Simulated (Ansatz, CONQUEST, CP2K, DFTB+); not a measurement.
**Running glassy 47P2O5-53CaO (mol %) (83 atoms) with CP2K**

How do the settings of CP2K change the result for glassy 47P2O5-53CaO (mol %) (83 atoms)? A plane-wave run serves as the yardstick.

Method: the method is named at each step, in CP2K 2026.2.

### 1. The starting structure

The cell holds 83 atoms: 18 P, 10 Ca and 55 O. Cell: a = 10.750 Å, b = 10.750 Å, c = 10.750 Å, α = 90.0°, β = 90.0°, γ = 90.0°. 83 atoms (18 P, 10 Ca, 55 O) placed at random at 2.65 g/cm³, melted at 4000 K for 10 ps at fixed volume with the Morse and Coulomb pair potential with partial charges (Pedone, Malavasi, Menziani, Cormack and Segre, J. Phys. Chem. B 110, 11780 (2006)). Quenched from 4000 K to 300 K at 500 K/ps and fixed volume, held 10 ps at zero pressure. Then every atom was moved at random, 0.03 Å r.m.s. a Cartesian component.

The yardstick, on the same geometry:

| Quantity | Value |
| --- | --- |
| method | Kohn-Sham DFT, PBE, PAW, plane waves (Ansatz 0.2.0); cutoff 420 eV, Γ point, fermi-dirac smearing of 0.05 eV; PAW set soft_2 |
| r.m.s. force component | 1.722 eV/Å |
| longest force | 9.324 eV/Å |
| pressure | 1.857 GPa |
| gap (highest filled to lowest empty level) | 2.186 eV |
| SCF cycles | 9 |
| time | 27 s on 4 threads of Intel Xeon Platinum 8259CL at 2.50GHz (Skylake/Cascade Lake), shared host |
| CPU time | 80 s |

### 2. PBE, DZVP-MOLOPT-SR, 600/50 Ry, OT DIIS

Method: Kohn-Sham DFT, PBE, GTH-PBE pseudopotentials, Gaussian and plane waves, DZVP-MOLOPT-SR-GTH, orbital transformation.

input.inp

```
&GLOBAL
  PROJECT cell
  RUN_TYPE ENERGY_FORCE
  PRINT_LEVEL LOW
&END GLOBAL
&FORCE_EVAL
  METHOD QS
  STRESS_TENSOR ANALYTICAL
  &DFT
    BASIS_SET_FILE_NAME BASIS_MOLOPT
    POTENTIAL_FILE_NAME GTH_POTENTIALS
    &MGRID
      CUTOFF 600
      REL_CUTOFF 50
      NGRIDS 5
    &END MGRID
    &QS
      EPS_DEFAULT 1.0E-12
    &END QS
    &SCF
      SCF_GUESS ATOMIC
      EPS_SCF 1.0E-06
      MAX_SCF 30
      &OT
        MINIMIZER DIIS
        PRECONDITIONER FULL_ALL
        ENERGY_GAP 0.001
      &END OT
      &OUTER_SCF
        EPS_SCF 1.0E-06
        MAX_SCF 8
      &END OUTER_SCF
      &PRINT
        &RESTART OFF
        &END RESTART
      &END PRINT
    &END SCF
    &XC
      &XC_FUNCTIONAL PBE
      &END XC_FUNCTIONAL
    &END XC
    &PRINT
      &MULLIKEN ON
      &END MULLIKEN
      &HIRSHFELD ON
        SHAPE_FUNCTION DENSITY
      &END HIRSHFELD
      &MO_CUBES
        NHOMO 1
        NLUMO 4
        WRITE_CUBE F
      &END MO_CUBES
    &END PRINT
  &END DFT
  &SUBSYS
    &CELL
      A 10.74966 0.00000 0.00000
      B 0.00000 10.74966 0.00000
      C 0.00000 0.00000 10.74966
    &END CELL
    &COORD
      P 10.06254 6.00766 4.36791
      P 5.24358 4.60677 4.51260
      P 6.37982 2.48392 8.72625
      P 9.37005 9.20956 7.30149
      P 1.90129 2.99238 3.08053
      P 1.56408 7.73395 3.59931
      P 6.34939 0.82805 3.10063
      P 9.80906 2.14466 2.20669
      P 0.56038 6.12956 10.08952
      P 4.81617 6.90461 8.23886
      P 1.28093 1.51506 9.22117
      P 7.83983 6.71349 8.20296
      P 2.57110 3.95082 0.21790
      P 3.31649 0.27885 3.47880
      P 9.15570 6.27178 1.45615
      P 4.62386 7.57894 4.03080
      P 5.48630 10.33257 9.57472
      P 4.11003 4.07853 7.28956
      Ca 6.26114 7.68547 0.73162
      Ca 9.21687 9.46669 3.69509
      Ca 8.20575 2.98615 5.39515
      Ca 6.23996 3.90417 1.20493
      Ca 2.33999 9.68620 7.05876
      Ca 9.21138 3.56598 9.36360
      Ca 0.46783 4.14722 6.97180
      Ca 6.13290 10.22766 6.04206
      Ca 8.89868 9.96526 0.44084
      Ca 2.21067 9.14861 0.43063
      O 4.80155 6.20212 4.56506
      O 8.50900 9.79703 6.13042
      O 8.78505 2.72343 3.13879
      O 2.67355 3.80613 7.50531
      O 6.57234 1.35198 4.56366
      O 7.15831 10.15542 2.90348
      O 7.44113 2.32354 7.63054
      O 6.59072 1.72973 1.86324
      O 8.10417 5.29926 7.91906
      O 6.68994 4.51539 4.67675
      O 10.24754 5.94080 0.44353
      O 3.18265 10.57992 4.90346
      O 9.10776 7.79447 1.60600
      O 10.00277 4.75500 5.07008
      O 0.97790 0.39269 10.18391
      O 4.16571 10.26227 10.22744
      O 4.45756 5.37440 7.91164
      O 0.47621 2.45705 2.79427
      O 4.53206 4.07864 5.82148
      O 9.03649 7.11122 4.82477
      O 0.71453 6.66113 4.37457
      O 4.72233 3.89611 3.34239
      O 5.45266 8.57758 4.72630
      O 4.71201 7.15143 9.78918
      O 6.58116 9.78692 10.38998
      O 0.17103 9.18365 6.98029
      O 9.68802 0.59886 2.12370
      O 5.84319 1.07292 9.37618
[... 23 atom lines left out ...]
      O 2.72622 1.70070 3.23490
      O 9.08486 9.93763 8.64176
      O 9.91086 2.92939 0.85933
      O 2.33053 0.98865 8.30110
    &END COORD
    &KIND P
      BASIS_SET DZVP-MOLOPT-SR-GTH-q5
      POTENTIAL GTH-PBE-q5
    &END KIND
    &KIND Ca
      BASIS_SET DZVP-MOLOPT-SR-GTH-q10
      POTENTIAL GTH-PBE-q10
    &END KIND
    &KIND O
      BASIS_SET DZVP-MOLOPT-SR-GTH-q6
      POTENTIAL GTH-PBE-q6
    &END KIND
  &END SUBSYS
  &PRINT
    &FORCES ON
    &END FORCES
    &STRESS_TENSOR ON
    &END STRESS_TENSOR
  &END PRINT
&END FORCE_EVAL
```

On the command line:

```bash
$ OMP_NUM_THREADS=1 mpirun -np 4 cp2k.psmp -i input.inp > output.txt
```

Numbers of over 12 decimals in the logs are rounded to 6 here.

Log:

```text
CP2K| version string:                                       CP2K version 2026.2
 CP2K| Input file name                                                 input.inp
 GLOBAL| Basis set file name                                        BASIS_MOLOPT
 GLOBAL| Potential file name                                      GTH_POTENTIALS
 GLOBAL| Run type                                                   ENERGY_FORCE
 GLOBAL| Total number of message passing processes                             4
 GLOBAL| Number of threads for this process                                    1
 TOTAL NUMBERS AND MAXIMUM NUMBERS
  Total number of            - Atomic kinds:                                   3
                             - Atoms:                                         83
                             - Shell sets:                                    83
                             - Shells:                                       425
                             - Primitive Cartesian functions:                407
                             - Cartesian basis functions:                   1172
                             - Spherical basis functions:                   1089
  Maximum angular momentum of- Orbital basis functions:                        2
                             - Local part of the GTH pseudopotential:          2
                             - Non-local part of the GTH pseudopotential:      3
 SCF PARAMETERS         Density guess:                                    ATOMIC
                        max_scf:                                              30
                        eps_scf:                                        1.00E-06
                        Outer loop SCF in use
                        eps_scf                                         1.00E-06
                        max_scf                                                8
 Extrapolation method: initial_guess
 Number of electrons:                                                        520
[... lines left out ...]
  Step     Update method      Time    Convergence         Total energy    Change
[... lines left out ...]
  Total energy:                                             -1370.584541
[... lines left out ...]
                                         using   7 DIIS vectors
                                         safer DIIS on
  Preconditioner : FULL_ALL            : diagonalization, state selective
  Precond_solver : DEFAULT
  stepsize       :    0.15000000                  energy_gap     :    0.00100000
  eps_taylor     :   0.10000E-15                  max_taylor     :             4
  ----------------------------------- OT ---------------------------------------
  Step     Update method      Time    Convergence         Total energy    Change
[...]
5 OT DIIS     0.15E+00    7.9     0.00000136     -1370.5868773331 -1.16E-07
     6 OT DIIS     0.15E+00    7.7     0.00000044     -1370.5868773516 -1.85E-08
  *** SCF run converged in     6 steps ***
  Electronic density on regular grids:       -520.0000000001       -0.0000000001
  Core density on regular grids:              519.9999999997       -0.0000000003
  Total charge density on r-space grids:       -0.0000000004
  Total charge density g-space grids:          -0.0000000004
  Overlap energy of the core charge distribution:               6.29733e-06
  Self energy of the core charge distribution:              -3302.476848
  Core Hamiltonian energy:                                    898.912232
  Hartree energy:                                            1313.195411
  Exchange-correlation energy:                               -280.217679
  Total energy:                                             -1370.586877
  outer SCF iter =    2 RMS gradient =   0.44E-06 energy =      -1370.5868773516
  outer SCF loop converged in   2 iterations or   36 steps
 !-----------------------------------------------------------------------------!
                     Mulliken Population Analysis
 #  Atom  Element  Kind  Atomic population                           Net charge
       1     P        1          4.275933                              0.724067
       2     P        1          4.285406                              0.714594
       3     P        1          4.201832                              0.798168
[...]
82     O        3          6.586953                             -0.586953
      83     O        3          6.500326                             -0.500326
 # Total charge                            520.000000                 -0.000000
 !-----------------------------------------------------------------------------!
 !-----------------------------------------------------------------------------!
                           Hirshfeld Charges
  #Atom  Element  Kind  Ref Charge     Population                    Net charge
      1       P      1       5.000          4.482                         0.518
      2       P      1       5.000          4.480                         0.520
      3       P      1       5.000          4.436                         0.564
[...]
82       O      3       6.000          6.361                        -0.361
     83       O      3       6.000          6.335                        -0.335
  Total Charge                                                           -0.000
 !-----------------------------------------------------------------------------!
  Eigenvalues of the occupied subspace spin            1
      -1.45837131     -1.41337642     -1.41001997     -1.40944082
      -1.40337438     -1.38857977     -1.38449417     -1.37629812
      -1.37063695     -1.36676840     -0.79081669     -0.78474737
[...]
0.09327645      0.10135373      0.10425450      0.11663781
 Fermi Energy [eV] :    3.173876
  Using OT eigensolver for additional unoccupied orbitals spin            1
  Lowest Eigenvalues of the unoccupied subspace spin            1
 OT| Eigensolver reached convergence in 283 iterations
       0.18831310      0.22355609      0.24164444      0.25199611
 HOMO - LUMO gap [eV] :    1.950384
 ENERGY| Total FORCE_EVAL ( QS ) energy [hartree]          -1370.586877
 FORCES| Atomic forces [hartree/bohr]
 FORCES|   Atom     x               y               z               |f|
 FORCES|      1 -9.73680682E-02  1.55893157E-01 -3.20091155E-02   1.86568488E-01
 FORCES|      2 -7.53261955E-03  4.23783060E-02 -2.89060902E-02   5.18480783E-02
 FORCES|      3  8.38251161E-03 -7.16360253E-02 -1.45331345E-02   7.35744427E-02
[...]
FORCES|     82 -2.14879109E-02 -1.49387276E-02 -4.18250633E-03   2.65026274E-02
 FORCES|     83  1.13737332E-02  3.79301096E-03 -4.27340370E-02   4.43840811E-02
 FORCES| Sum     1.76801189E-03  1.44507647E-03  2.19296993E-02
 FORCES| Total atomic force                                       2.20482613E-02
 STRESS| Analytical stress tensor [bar]
 STRESS|                        x                   y                   z
 STRESS|      x        2.93767406519E+04   1.61234233347E+04   1.32530482929E+02
 STRESS|      y        1.61234233347E+04   2.95451097206E+04   6.77203784708E+03
 STRESS|      z        1.32530482929E+02   6.77203784708E+03   2.60455639048E+04
 STRESS| 1/3 Trace                                             2.83224714258E+04
```

Run time: 4.6 min. Hardware: 4 MPI ranks of Intel Xeon Platinum 8259CL at 2.50GHz (Skylake/Cascade Lake), shared host; peak memory 3.1 GiB.

Banners, paths, timers and routine set-up lines are dropped from the logs unmarked, and long logs keep their key lines alone; longer cuts are marked.

Compared with the plane-wave run:

```
r.m.s. force component                           : 1.783 eV/Å
r.m.s. difference of force components            : 121.5 meV/Å
longest difference of force vectors              : 410.5 meV/Å
force difference over r.m.s. force               : 7.056 %
slope of forces against the reference's          : 1.034
correlation of force components                  : 0.9982
gap (highest filled to lowest empty level) : 1.95 eV
gap difference                                   : -0.2354 eV
pressure                                         : 2.832 GPa
pressure difference                              : 0.9749 GPa
```

Length of the force difference by element (eV/Å):

| element | atoms | mean | most |
| --- | --- | --- | --- |
| Ca | 10 | 0.12 | 0.22 |
| O | 55 | 0.15 | 0.36 |
| P | 18 | 0.32 | 0.41 |

Local excerpt of 10 atoms (numbers count through the whole input) about O73, which has 3 bonded neighbours where the commonest count for O is 2; x, y, z are measured from there.

| atom | x | y | z | distance (Å) | bonds | Hirshfeld charge (e) | Fx | Fy | Fz (eV/Å) |
| --- | --- | --- | --- | --- | --- | --- | --- | --- | --- |
| O73 | 0.00 | 0.00 | 0.00 | 0.00 | 3 | -0.27 | -2.00 | -1.07 | -0.90 |
| P15 | 1.31 | 0.65 | 0.14 | 1.47 | 4 | 0.55 | -0.21 | 3.30 | 3.26 |
| Ca22 | -1.60 | -1.72 | -0.11 | 2.35 | 5 | 0.55 | -0.60 | -0.98 | 0.93 |
| O59 | 1.94 | 0.18 | 1.47 | 2.44 | 2 | -0.17 | 1.25 | -2.16 | 0.58 |
| O41 | 1.26 | 2.17 | 0.29 | 2.53 | 3 | -0.29 | -0.80 | 1.36 | -0.74 |
| O39 | 2.40 | 0.32 | -0.88 | 2.58 | 2 | -0.12 | 0.20 | -1.63 | -0.49 |
| Ca19 | -1.58 | 2.06 | -0.59 | 2.67 | 5 | 0.52 | -0.32 | 0.34 | -0.51 |
| O70 | 0.02 | 1.37 | -2.42 | 2.78 | 2 | -0.33 | -0.04 | 0.77 | 2.63 |
| O60 | -0.90 | -2.30 | -2.25 | 3.34 | 3 | -0.28 | -0.05 | 0.98 | 1.67 |
| O82 | 2.07 | -2.69 | -0.46 | 3.42 | 2 | -0.36 | -1.10 | -0.77 | -0.22 |

Forces lie 7.1 % from the reference's, at 14 times its CPU time.

The forces add up to 1.1 eV/Å instead of zero, usually a sign of too coarse a grid.

### 3. PBE, DZVP-MOLOPT-SR, 600/70 Ry, OT DIIS

Method: Kohn-Sham DFT, PBE, GTH-PBE pseudopotentials, Gaussian and plane waves, DZVP-MOLOPT-SR-GTH, orbital transformation.

input.inp: that of step 2 with these lines changed.

```diff
@@ -13,3 +13,3 @@
       CUTOFF 600
-      REL_CUTOFF 50
+      REL_CUTOFF 70
       NGRIDS 5
```

Log:

```text
CP2K| version string:                                       CP2K version 2026.2
 CP2K| Input file name                                                 input.inp
 GLOBAL| Basis set file name                                        BASIS_MOLOPT
 GLOBAL| Potential file name                                      GTH_POTENTIALS
 GLOBAL| Run type                                                   ENERGY_FORCE
 GLOBAL| Total number of message passing processes                             4
 GLOBAL| Number of threads for this process                                    1
[... lines left out ...]
 Number of electrons:                                                        520
[... lines left out ...]
  Step     Update method      Time    Convergence         Total energy    Change
[... lines left out ...]
  Total energy:                                             -1370.584541
[... lines left out ...]
  Step     Update method      Time    Convergence         Total energy    Change
[... lines left out ...]
  *** SCF run converged in     6 steps ***
[... lines left out ...]
  Total energy:                                             -1370.586877
[... lines left out ...]
  outer SCF loop converged in   2 iterations or   36 steps
[... lines left out ...]
 Fermi Energy [eV] :    3.173876
  Using OT eigensolver for additional unoccupied orbitals spin            1
  Lowest Eigenvalues of the unoccupied subspace spin            1
 OT| Eigensolver reached convergence in 283 iterations
       0.18831308      0.22355609      0.24164444      0.25199612
 HOMO - LUMO gap [eV] :    1.950383
 ENERGY| Total FORCE_EVAL ( QS ) energy [hartree]          -1370.586877
 FORCES| Atomic forces [hartree/bohr]
 FORCES|   Atom     x               y               z               |f|
 FORCES|      1 -9.73680543E-02  1.55893152E-01 -3.20091192E-02   1.86568477E-01
 FORCES|      2 -7.53259797E-03  4.23782856E-02 -2.89060902E-02   5.18480585E-02
 FORCES|      3  8.38249294E-03 -7.16360269E-02 -1.45331407E-02   7.35744434E-02
[...]
FORCES|     82 -2.14878997E-02 -1.49387226E-02 -4.18251994E-03   2.65026176E-02
 FORCES|     83  1.13737444E-02  3.79301290E-03 -4.27340217E-02   4.43840694E-02
 FORCES| Sum     1.76845844E-03  1.44502016E-03  2.19299521E-02
 FORCES| Total atomic force                                       2.20485448E-02
 STRESS| Analytical stress tensor [bar]
 STRESS|                        x                   y                   z
 STRESS|      x        2.93767192956E+04   1.61234277247E+04   1.32528693238E+02
 STRESS|      y        1.61234277247E+04   2.95450754585E+04   6.77203521478E+03
 STRESS|      z        1.32528693238E+02   6.77203521478E+03   2.60455831297E+04
 STRESS| 1/3 Trace                                             2.83224592946E+04
```

The job ended after 5.8 min (4 MPI ranks; peak memory 3.1 GiB; 23 min of CPU time).

Numbers from this run, and their distance from the reference:

```
r.m.s. force component                           : 1.783 eV/Å
r.m.s. difference of force components            : 121.5 meV/Å
longest difference of force vectors              : 410.5 meV/Å
force difference over r.m.s. force               : 7.056 %
slope of forces against the reference's          : 1.034
correlation of force components                  : 0.9982
gap (highest filled to lowest empty level) : 1.95 eV
gap difference                                   : -0.2354 eV
pressure                                         : 2.832 GPa
pressure difference                              : 0.9749 GPa
energy less the same-level run's                 : 0 meV/atom
r.m.s. force difference from the same-level run  : 0.001 meV/Å
```

Against the first run (7.1 %), the force difference from the reference is 7.1 %, at 1.3 times the CPU time: the change moves forces by under 0.01 meV/Å r.m.s., so most of the difference comes from elsewhere.

The forces add up to 1.1 eV/Å instead of zero, usually a sign of too coarse a grid.

(Continued in part 2 of 2.)

[Also dropped from logs without a mark: logging warnings of Python, and SIESTA's first energy breakdown and zero terms.]

[Logs are printed without paths, hosts, clocks, repeated set-up lines and the standing remarks that a program may print on its own settings, such as how far it seeks lower states.]

[Hosts, paths, dates, database ids (printed as entryN), source tags and the programs' standing remarks are cut or masked in the printed files.]
